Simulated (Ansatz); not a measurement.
# Optical response of Na3AsBr6, part 2 of 2

Wanted: where Na3AsBr6 starts to absorb, how strongly, and its refractive index.

Ansatz 0.2.0; DFT, PBE, plane-wave PAW, default files, scalar-relativistic, independent-particle optical response without local fields.

So far, electronic dielectric constant ε∞, mean over x, y and z (by symmetry where fewer were run): step 3 (spectrum) 4.53.

## 4. Static response with local fields

A static field by perturbation theory: the induced potential is included, and the Born charges come with it.

This step: DFT, PBE, plane-wave PAW, default files, scalar-relativistic, static field response by perturbation theory with local fields (Ansatz 0.2.0).

Contents of input.yaml:

```yaml
crystal:
  lattice:
    - [0.0, 5.50764, 5.50764]
    - [5.50764, 0.0, 5.50764]
    - [5.50764, 5.50764, 0.0]
  atoms:
    - { symbol: Br, position: [0.759626, 0.759626, 0.240374] }
    - { symbol: Br, position: [0.759626, 0.240374, 0.759626] }
    - { symbol: Br, position: [0.240374, 0.759626, 0.240374] }
    - { symbol: Br, position: [0.240374, 0.759626, 0.759626] }
    - { symbol: Br, position: [0.240374, 0.240374, 0.759626] }
    - { symbol: Br, position: [0.759626, 0.240374, 0.240374] }
    - { symbol: As, position: [0.0, 0.0, 0.0] }
    - { symbol: Na, position: [0.5, 0.5, 0.5] }
    - { symbol: Na, position: [0.25, 0.25, 0.25] }
    - { symbol: Na, position: [0.75, 0.75, 0.75] }
kpoints:
  mp_grid: { grid: [4, 4, 4] }
scf:
  occupations: { method: fixed }
hamiltonian:
  xc: pbe
  pseudopotentials: { kind: paw }
dielectric: {}
```

The run is started by

```bash
$ ansatz run input.yaml --threads 4 --pin off --max-ram 8192MiB --backend cpu --events-out ev --progress --plain --runs-dir out
```

Numbers of over 12 decimals in the logs are rounded to 6 here.

The program printed:

```text
[...]
Crystal: 10 atoms, lattice volume = 334.139 Å³
Basis set: ecut = 420 eV, 6423 PW (Γ), exchange–correlation on 108×108×108 points (8 copies of the dense FFT grid, shifted against one another)
Bands: 52, of which v1, the nominal top of the filled ones, is band 42 counted from 1 (41 counted from 0)
Symmetry: 48 space group operations
k-points: 13 of 64 (irreducible under 8 space group operations, time reversal used)
[...]
SCF iter   1: F=—  HF=-26024.143617 eV  |F-HF|=—  |Δ(HF+E_count)|=         —  Δρ=6.63e-4  dr2=3.57e-3  ethr=1.77e-3  ⟨swp⟩=5.3  Hψ=2330  notcnv=0  defer=91
[...]
SCF iter  10: F=-26024.142116 eV  HF=-26024.142116 eV  |F-HF|=7.28e-12  |Δ(HF+E_count)|=  6.91e-11  Δρ=5.86e-8  dr2=1.31e-11  ethr=1.00e-12  ⟨swp⟩=16.5  Hψ=3015  notcnv=0
SCF 1 converged in 10 iterations: F = -26024.142116 eV  dr2 = 1.31e-11
[...]
DFPT response loops at Γ: preconditioner auto → none (the input reference at scf.mixing.eps_inf says where Resta's filter doesn't serve); β = 0.50; Broyden in place of MSR1
── the response to a field inside a basis, on 4×4×4 k-points: an SCF that follows is theirs, and a resumed run solves both again ──
Bands: 43, of which v1, the nominal top of the filled ones, is band 42 counted from 1 (41 counted from 0)
k-points: 10 of 64 (irreducible under 12 space group operations)
[...]
Eigensolver: Dense (10 Hₖ)
SCF iter   1: F=—  HF=-26023.894526 eV  |F-HF|=—  |Δ(HF+E_count)|=         —  Δρ=2.13e-4  dr2=1.31e-4  ethr=1.00e-1
[...]
SCF iter   5: F=-26023.894623 eV  HF=-26023.894623 eV  |F-HF|=1.21e-8  |Δ(HF+E_count)|=   4.53e-7  Δρ=2.62e-6  dr2=5.45e-8  ethr=4.22e-10
SCF 1 converged in 5 iterations: F = -26023.894623 eV  dr2 = 5.45e-8
[...]
SCF converged after 10 iterations
Free energy (F): -26024.142116 eV
[...]
Internal energy: -26024.142116 eV  (E = F + TS)
E sigma→0 (E₀):  -26024.142116 eV
Fermi energy:    1.351199 eV
[...]
--- Band table (eV; the first three rows and the last of 13) ---
  k-point 0: bands = [... 38 lower, 0.6182, 1.2317, 1.2317, 1.2317, 4.4216, 4.4499, 4.4499, 4.4499, ... 6 higher]
  k-point 1: bands = [... 38 lower, 0.8515, 1.0756, 1.0756, 1.1305, 4.1457, 4.7875, 4.7875, 4.8845, ... 6 higher]
  k-point 2: bands = [... 38 lower, 0.9229, 0.9229, 0.9645, 1.1323, 3.8313, 5.1112, 5.1112, 5.6434, ... 6 higher]
  k-point 12: bands = [... 38 lower, 0.4843, 0.9402, 0.9402, 1.3512, 4.6771, 4.8675, 4.8675, 6.1706, ... 6 higher]
--- Dielectric response (ions clamped): 3 representative field directions + reference, inside a basis on a mesh of 64 k-points (Σ response iterations 15) ---
  ε∞ (high-frequency dielectric tensor):
        3.655232     0.000000     0.000000
        0.000000     3.655232     0.000000
        0.000000     0.000000     3.655232
  Born effective charges Z* (e; rows j = field, columns β = displacement):
    site 0:
        -0.66223    0.00000    0.00000
        -0.00000   -0.66223    0.00000
         0.00000    0.00000   -2.86655
    site 1:
        -0.66223   -0.00000    0.00000
         0.00000   -2.86655   -0.00000
        -0.00000   -0.00000   -0.66223
    site 2:
        -0.66223   -0.00000    0.00000
         0.00000   -2.86655    0.00000
        -0.00000   -0.00000   -0.66223
    site 3:
        -2.86655   -0.00000   -0.00000
         0.00000   -0.66223    0.00000
        -0.00000   -0.00000   -0.66223
    site 4:
        -0.66223    0.00000    0.00000
        -0.00000   -0.66223    0.00000
         0.00000   -0.00000   -2.86655
    site 5:
        -2.86655   -0.00000    0.00000
         0.00000   -0.66223    0.00000
        -0.00000   -0.00000   -0.66223
    site 6:
         4.02712   -0.00000   -0.00000
        -0.00000    4.02712   -0.00000
        -0.00000   -0.00000    4.02712
    site 7:
         1.64663   -0.00000    0.00000
        -0.00000    1.64663    0.00000
        -0.00000   -0.00000    1.64663
    site 8:
         1.35413   -0.00000    0.00000
        -0.00000    1.35413    0.00000
        -0.00000   -0.00000    1.35413
    site 9:
         1.35413   -0.00000    0.00000
        -0.00000    1.35413    0.00000
        -0.00000   -0.00000    1.35413
  Z* charge neutrality: 3.419e-3 e pre-enforcement
  solved inside a basis spanned on kpoints, on 4×4×4 k-points, its susceptibility summed on 8×8×8: ε∞ is read to err by 2.3e-2, Z* by 2.6e-2 e (field_mesh: kpoints solves on kpoints); Z* is corrected for what the basis lacks
```

Elapsed: 77 s, on 4 threads of Arm Neoverse V1, shared host; peak memory 1.6 GiB; 4.8 min of CPU time.

Numbers from this step:

* electronic dielectric constant ε∞, mean over x, y and z (by symmetry where fewer were run): 3.655

ε∞ with local fields:

```
3.66 0.00 0.00
0.00 3.66 0.00
0.00 0.00 3.66
```

Diagonal elements. Born, by row:

```
atom  Z*xx (e)  Z*yy (e)  Z*zz (e)
 Br1    -0.662    -0.662    -2.867
 Br2    -0.662    -2.867    -0.662
 Br3    -0.662    -2.867    -0.662
 Br4    -2.867    -0.662    -0.662
 Br5    -0.662    -0.662    -2.867
 Br6    -2.867    -0.662    -0.662
 As7     4.027     4.027     4.027
 Na8     1.647     1.647     1.647
 Na9     1.354     1.354     1.354
Na10     1.354     1.354     1.354
```

The ε∞ with local fields is isotropic, 3.66.

## 5. Outcome

- gap on the path: 2.48 eV
- least direct gap on the path: 2.70 eV
- electronic dielectric constant ε∞, mean over x, y and z (by symmetry where fewer were run) (independent particles): 4.53
- absorption onset, first axis (α over 10⁴ cm⁻¹, or the direct gap if that lies higher): 2.70 eV
- main peak of Im epsilon, first axis: 4.54 eV
- photocurrent from vertical transitions in a film 500 nm thick on a perfect mirror (two passes), AM1.5G, no front reflection, all carriers collected: 3.99 mA/cm²
- electronic dielectric constant ε∞, mean over x, y and z (by symmetry where fewer were run) (static response with local fields): 3.66

What this shows: At this level (PBE, independent particles) Na3AsBr6 has ε∞ = 4.53 (3.66 with local fields) and n = 2.15 at 1550 nm; absorption sets in near 2.7 eV, and Im ε peaks at 4.5 eV. The gap is indirect (2.48 eV), so absorption without phonons can begin only at the direct gap of 2.70 eV. Lines 0.15 eV wide carry a tail of absorption under the direct gap, past the threshold already at 2.61 eV. Absorption passes 10⁴ cm⁻¹ from the direct gap on, 2.70 eV, inside the visible range. Distinct maxima of Im ε, read by a parabola through the highest points, lie at 3.16 eV (4.9), 3.64 eV (6.2), 4.54 eV (6.7) and 8.38 eV (3.9). The f-sum over the summed bands holds 49.1 of the cell's 84 electrons outside the frozen cores, 46 of which lie in bands more than 12 eV below the Fermi level, whose transitions come at higher energies. Up to 14 eV the strength has a mean oscillator energy of 6.6 eV, well above the main peak, so higher transitions carry much of it. A film 1 µm thick would pass 68 % of daylight and look yellow in transmission (x = 0.414, y = 0.499). A larger true gap would move the edge to shorter wavelengths and change the colour. With local fields and the functional's kernel the static response is 3.66 against 4.53 for independent particles (-19 %). In the base spectrum excitons and phonon-assisted transitions are missing, and so are local fields; PBE gaps are as a rule too small, which pulls the onset down and ε∞ up. In the base run ε includes the program's bounded estimate of what the bands above those summed add.

[Logs are printed without paths, hosts, clocks, repeated set-up lines and the standing remarks that a program may print on its own settings, such as how far it seeks lower states.]

[Hosts, paths, dates, database ids (printed as entryN), source tags and the programs' standing remarks are cut or masked in the printed files.]
